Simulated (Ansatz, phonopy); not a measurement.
# NaF (Villiaumite, Fm-3m): a volume series of phonon spectra, part 2 of 2

Aim: how the vibrations of NaF (Villiaumite) shift with volume, and the expansion that follows.

Measurements to reproduce:
- volume expansion coefficient 95.1 1e-6/K and heat capacity C_P per formula unit 46.9 J/mol/K near room temperature (given in “High-Throughput Prediction of Finite-Temperature Properties using the Quasi-Harmonic Approximation”, 2016, arXiv:1603.06924)
- volume expansion coefficient 102.6 1e-6/K near room temperature (given in “Descriptors for thermal expansion in solids”, 2017, arXiv:1701.03966)

Ansatz 0.2.0; DFT PBEsol, scalar-relativistic, plane waves, PAW.

So far. Step 9 (Lattice dynamics at this volume, V/V0 0.985): No mode is imaginary beyond numerical noise at the solved wavevectors. The highest zone-centre mode (no LO–TO term) moved by +3.7 % for a volume change of -1.5 %. Step 10 (Single point at a scaled cell, V/V0 1.03): The run ends at a pressure of -1.35 GPa.

**11. Phonons, V/V0 1.03**

Input file input.yaml:

```yaml
crystal:
  lattice:
    - [0.0, 2.3375089916, 2.3375089916]
    - [2.3375089916, 0.0, 2.3375089916]
    - [2.3375089916, 2.3375089916, 0.0]
  atoms:
    - { symbol: Na, position: [0.0, 0.0, 0.0] }
    - { symbol: F, position: [0.5, 0.5, 0.5] }
kpoints:
  mp_grid: { grid: [8, 8, 8] }
hamiltonian:
  xc: pbesol
scf:
  occupations: { method: fixed }
output:
  eigenvalues: true
phonons:
  method: dfpt
  dielectric: true
  rigid_motions: translations
  qmesh: [4, 4, 4]
  temperatures: { t_max: 1000, t_step: 50 }
  qpath:
    path:
      - [[0.0, 0.0, 0.0], [0.5, 0.0, 0.5], [0.625, 0.25, 0.625]]
      - [[0.375, 0.375, 0.75], [0.0, 0.0, 0.0], [0.5, 0.5, 0.5], [0.5, 0.25, 0.75], [0.5, 0.0, 0.5]]
    npoints: 10
```

On the command line:

```
$ ansatz run input.yaml --threads 4 --pin off --max-ram 8192MiB --backend cpu --events-out ev --progress --plain --runs-dir out
```

Run time: 32 s. Hardware: 4 threads of Arm Neoverse V2, shared host; peak memory 0.61 GiB; 2 min of CPU time.

No mode is imaginary beyond numerical noise at the solved wavevectors. The highest zone-centre mode (no LO–TO term) moved by -7.1 % for a volume change of +3.0 %.

**12. Single point at a scaled cell, V/V0 0.97**

The cell differs from the one that the last finished run ended in (a 3.306 → 3.240 Å, b 3.306 → 3.240 Å, c 3.306 → 3.240 Å).

input.yaml, the sections that differ from step 11:

```yaml
crystal:
  lattice:
    - [0.0, 2.2912094577, 2.2912094577]
    - [2.2912094577, 0.0, 2.2912094577]
    - [2.2912094577, 2.2912094577, 0.0]
  atoms:
    - { symbol: Na, position: [0.0, 0.0, 0.0] }
    - { symbol: F, position: [0.5, 0.5, 0.5] }
output:
  forces: true
  stress: true
  eigenvalues: true
# kpoints, hamiltonian, scf: as in step 11
# phonons: removed
```

The job ended after 0.41 s (4 threads; peak memory 0.25 GiB).

The run ends at a pressure of 1.58 GPa.

**13. Phonons, V/V0 0.97**

The same q-mesh and k-mesh are kept at every volume, so that much of their error can cancel in the differences.

input.yaml, the sections that differ from step 12:

```yaml
output:
  eigenvalues: true
phonons:
  method: dfpt
  dielectric: true
  rigid_motions: translations
  qmesh: [4, 4, 4]
  temperatures: { t_max: 1000, t_step: 50 }
  qpath:
    path:
      - [[0.0, 0.0, 0.0], [0.5, 0.0, 0.5], [0.625, 0.25, 0.625]]
      - [[0.375, 0.375, 0.75], [0.0, 0.0, 0.0], [0.5, 0.5, 0.5], [0.5, 0.25, 0.75], [0.5, 0.0, 0.5]]
    npoints: 10
# crystal, kpoints, hamiltonian, scf: as in step 12
```

Elapsed: 32 s, on 4 threads; peak memory 0.59 GiB.

LO-TO term included. Phonon branches along the path, in cm⁻¹:

| point | branch 1 | branch 2 | branch 3 | branch 4 | branch 5 | branch 6 |
| --- | --- | --- | --- | --- | --- | --- |
| Γ | 0 | 0 | 0 | 257 | 257 | 414 |
| halfway | 100 | 100 | 207 | 265 | 265 | 348 |
| X | 141 | 141 | 258 | 273 | 273 | 297 |
| halfway | 146 | 165 | 252 | 268 | 275 | 294 |
| U | 159 | 216 | 233 | 252 | 277 | 289 |
| jump to K | 159 | 216 | 233 | 252 | 277 | 289 |
| halfway | 123 | 147 | 198 | 225 | 268 | 364 |
| Γ | 0 | 0 | 0 | 257 | 257 | 414 |
| halfway | 112 | 112 | 172 | 244 | 244 | 389 |
| L | 185 | 185 | 208 | 208 | 306 | 312 |
| halfway | 183 | 190 | 233 | 244 | 279 | 296 |
| W | 210 | 210 | 214 | 238 | 284 | 284 |
| halfway | 164 | 171 | 246 | 263 | 276 | 293 |
| X | 141 | 141 | 258 | 273 | 273 | 297 |

No mode is imaginary beyond numerical noise at the solved wavevectors. The highest zone-centre mode (no LO–TO term) moved by +7.5 % for a volume change of -3.0 %.

**14. A cell at another volume, V/V0 1.05**

The cell differs from the one that the last finished run ended in (a 3.240 → 3.327 Å, b 3.240 → 3.327 Å, c 3.240 → 3.327 Å).

input.yaml, the sections that differ from step 13:

```yaml
crystal:
  lattice:
    - [0.0, 2.3525416169, 2.3525416169]
    - [2.3525416169, 0.0, 2.3525416169]
    - [2.3525416169, 2.3525416169, 0.0]
  atoms:
    - { symbol: Na, position: [0.0, 0.0, 0.0] }
    - { symbol: F, position: [0.5, 0.5, 0.5] }
output:
  forces: true
  stress: true
  eigenvalues: true
# kpoints, hamiltonian, scf: as in step 13
# phonons: removed
```

Elapsed: 0.4 s, on 4 threads; peak memory 0.25 GiB; 0.78 s of CPU time.

The run ends at a pressure of -2.12 GPa.

**15. Phonons, V/V0 1.05**

input.yaml, the sections that differ from step 14:

```yaml
output:
  eigenvalues: true
phonons:
  method: dfpt
  dielectric: true
  rigid_motions: translations
  qmesh: [4, 4, 4]
  temperatures: { t_max: 1000, t_step: 50 }
  qpath:
    path:
      - [[0.0, 0.0, 0.0], [0.5, 0.0, 0.5], [0.625, 0.25, 0.625]]
      - [[0.375, 0.375, 0.75], [0.0, 0.0, 0.0], [0.5, 0.5, 0.5], [0.5, 0.25, 0.75], [0.5, 0.0, 0.5]]
    npoints: 10
# crystal, kpoints, hamiltonian, scf: as in step 14
```

Run time: 32 s. Hardware: 4 threads; peak memory 0.61 GiB.

LO-TO term included. Phonon branches along the path, in cm⁻¹:

| point | branch 1 | branch 2 | branch 3 | branch 4 | branch 5 | branch 6 |
| --- | --- | --- | --- | --- | --- | --- |
| Γ | 0 | 0 | 0 | 211 | 211 | 381 |
| halfway | 101 | 101 | 170 | 217 | 217 | 327 |
| X | 141 | 141 | 224 | 224 | 231 | 267 |
| halfway | 143 | 161 | 219 | 228 | 229 | 261 |
| U | 150 | 204 | 206 | 220 | 235 | 247 |
| jump to K | 150 | 204 | 206 | 220 | 235 | 247 |
| halfway | 119 | 123 | 173 | 189 | 220 | 337 |
| Γ | 0 | 0 | 0 | 211 | 211 | 381 |
| halfway | 95 | 95 | 157 | 201 | 201 | 358 |
| L | 155 | 155 | 174 | 174 | 281 | 286 |
| halfway | 161 | 173 | 194 | 210 | 251 | 266 |
| W | 187 | 204 | 204 | 208 | 236 | 236 |
| halfway | 161 | 163 | 220 | 226 | 227 | 256 |
| X | 141 | 141 | 224 | 224 | 231 | 267 |

No mode is imaginary beyond numerical noise at the solved wavevectors. The highest zone-centre mode (no LO–TO term) moved by -11.7 % for a volume change of +5.0 %.

**16. Mode Grüneisen parameters**

This step: DFT PBEsol, scalar-relativistic, plane waves, PAW (phonopy 4.10.0).

This step gave:

```yaml
share_of_modes_with_a_negative_grueneisen_parameter: 0.013
```

Mean Grüneisen, by row:

| T (K) | heat-capacity-weighted mean | root mean square |
| --- | --- | --- |
| 50 | 1.275 | 1.498 |
| 100 | 1.494 | 1.665 |
| 200 | 1.548 | 1.7 |
| 300 | 1.555 | 1.704 |
| 500 | 1.558 | 1.705 |
| 800 | 1.559 | 1.706 |

Mean mode Grueneisen parameter against wavenumber:

| wavenumber (cm⁻¹) | mean mode Grueneisen parameter |
| --- | --- |
| 7 | - |
| 20 | 1.93 |
| 33 | -0.0789 |
| 47 | 1.23 |
| 60 | 0.678 |
| 73 | 0.941 |
| 87 | 1.2 |
| 100 | 0.8 |
| 113 | 0.982 |
| 126 | 0.986 |
| 140 | 0.922 |
| 153 | 1.01 |
| 166 | 1.35 |
| 180 | 1.41 |
| 193 | 1.42 |
| 206 | 1.69 |
| 220 | 1.86 |
| 233 | 1.96 |
| 246 | 2.14 |
| 260 | 2.16 |
| 273 | 1.64 |
| 286 | 1.13 |
| 300 | 1.03 |
| 313 | 0.988 |
| 326 | 0.986 |
| 340 | 0.988 |
| 353 | 0.989 |
| 366 | 1.01 |
| 380 | 1.02 |
| 393 | 1.04 |

Volume series, by row:

| V/V0 | V (Å³/atom) | pressure (GPa) | E - E0 (meV/atom) | gap (eV) | zero-point energy (meV/atom) | lowest on the path (cm⁻¹) | highest at Gamma without the LO-TO term (cm⁻¹) |
| --- | --- | --- | --- | --- | --- | --- | --- |
| 0.97 | 12.03 | 1.58 | 1.833 | 6.359 | 42.58 | 0 | 257.3 |
| 0.985 | 12.21 | 0.756 | 0.449 | 6.278 | 41.57 | 0 | 248.2 |
| 1 | 12.4 | -0.004 | 0 | 6.198 | 40.58 | 0 | 239.3 |
| 1.015 | 12.59 | -0.701 | 0.431 | 6.121 | 39.62 | 0 | 230.7 |
| 1.03 | 12.77 | -1.345 | 1.65 | 6.047 | 38.68 | 0 | 222.3 |
| 1.05 | 13.02 | -2.119 | 4.277 | 5.951 | 37.47 | 0 | 211.3 |

Table of optical frequency at Gamma without the LO-TO term, mode 4 by V/V0:

| V/V0 | optical frequency at Gamma without the LO-TO term, mode 4 (cm⁻¹) |
| --- | --- |
| 0.9700 | 257 |
| 0.9850 | 248 |
| 1.0000 | 239 |
| 1.0150 | 231 |
| 1.0300 | 222 |
| 1.0500 | 211 |

Grüneisen at points, by row:

| point | branch | frequency (cm⁻¹) | mode Grüneisen parameter |
| --- | --- | --- | --- |
| Γ | 4 | 239.3 | 2.43 |
| Γ | 6 | 400.5 | 1.05 |
| X | 1 | 141.2 | -0.07 |
| X | 3 | 252 | 1.09 |
| X | 4 | 253.6 | 2.47 |
| X | 6 | 280.7 | 1.57 |
| U | 1 | 155.7 | 0.78 |
| U | 2 | 211.7 | 0.71 |
| U | 3 | 230.5 | 0.48 |
| U | 4 | 233.9 | 2.48 |
| U | 5 | 260 | 2.05 |
| U | 6 | 270.3 | 2.15 |
| K | 1 | 155.7 | 0.78 |
| K | 2 | 211.7 | 0.71 |
| K | 3 | 230.5 | 0.48 |
| K | 4 | 233.9 | 2.48 |
| K | 5 | 260 | 2.05 |
| K | 6 | 270.3 | 2.15 |
| L | 1 | 173 | 2.21 |
| L | 3 | 194.6 | 2.17 |
| L | 5 | 295.8 | 1.06 |
| L | 6 | 301.6 | 1.13 |
| W | 1 | 203.3 | 1.73 |
| W | 2 | 208.3 | 0.25 |
| W | 4 | 226.2 | 1.72 |
| W | 5 | 264.7 | 2.35 |

**17. Quasi-harmonic fit by phonopy**

Energy (each curve on its own zero) against volume; values in meV/atom:

| volume (Å³/atom) | static | F at 0 K | F at 300 K | F at 900 K |
| --- | --- | --- | --- | --- |
| 12.028 | 1.83 | 4.33 | 6.94 | 15.9 |
| 12.214 | 0.45 | 1.93 | 3.55 | 9.05 |
| 12.400 | 0 | 0.5 | 1.11 | 3.1 |
| 12.586 | 0.43 | -0.03 | -0.45 | -1.97 |
| 12.772 | 1.65 | 0.25 | -1.23 | -6.31 |
| 13.020 | 4.28 | 1.66 | -1.28 | -11.2 |

Phonopy-qha, vinet fit of F(V) at each temperature; no electronic free energy. Qha vinet, by row:

| T (K) | fitted volume (Å³/atom) | alpha_V (1e-6/K) | B_T (GPa) | C_P (J/mol-atom/K) | Grueneisen |
| --- | --- | --- | --- | --- | --- |
| 75 | 12.62 | 35.86 | 44.87 | 8.052 | 1.494 |
| 100 | 12.64 | 56.9 | 44.29 | 12.45 | 1.54 |
| 125 | 12.66 | 73.95 | 43.56 | 15.78 | 1.573 |
| 150 | 12.69 | 87.11 | 42.74 | 18.2 | 1.594 |
| 175 | 12.71 | 97.5 | 41.85 | 19.96 | 1.608 |
| 200 | 12.75 | 106.1 | 40.92 | 21.29 | 1.619 |
| 225 | 12.78 | 113.5 | 39.94 | 22.32 | 1.629 |
| 250 | 12.82 | 120.1 | 38.94 | 23.15 | 1.638 |
| 275 | 12.86 | 126.4 | 37.92 | 23.84 | 1.647 |

Volume expansion coefficient, phonopy-qha, Vinet against temperature:

| temperature (K) | volume expansion coefficient, phonopy-qha, Vinet (1e-6/K) |
| --- | --- |
| 75.0 | 35.9 |
| 100.0 | 56.9 |
| 125.0 | 74.0 |
| 150.0 | 87.1 |
| 175.0 | 97.5 |
| 200.0 | 106 |
| 225.0 | 113 |
| 250.0 | 120 |
| 275.0 | 126 |

**18. Summary of results**

```yaml
mean_mode_grueneisen_parameter_at_300_k: 1.55
```

**Reading.** The table stops at 275 K because beyond it the fitted volume comes within 1 % of the largest computed cell, where the fit loses its support. The heat-capacity-weighted Grüneisen parameter goes from 1.27 at 50 K to 1.56 at 800 K. Weighting γ by the density of states and each mode's heat capacity at 300 K, modes below 130 cm⁻¹ give about 5 % of the sum of γC that drives the expansion, those up to 260 cm⁻¹ 80 % and the rest 15 %. Among the labelled points γ is largest for branch 4 at U (234 cm⁻¹, 2.5) and most negative for branch 1 at X (141 cm⁻¹, -0.07). The PAW files were made for PBE and are used here under another functional, for which the program regenerates the frozen cores.

[Logs are printed without paths, hosts, clocks, repeated set-up lines and the standing remarks that a program may print on its own settings, such as how far it seeks lower states.]

[Hosts, paths, dates, database ids (printed as entryN), source tags and the programs' standing remarks are cut or masked in the printed files.]

[A step with changed settings may run another functional than the one named; its input shows which.]

[Of the runs on displaced cells, only some may be shown.]
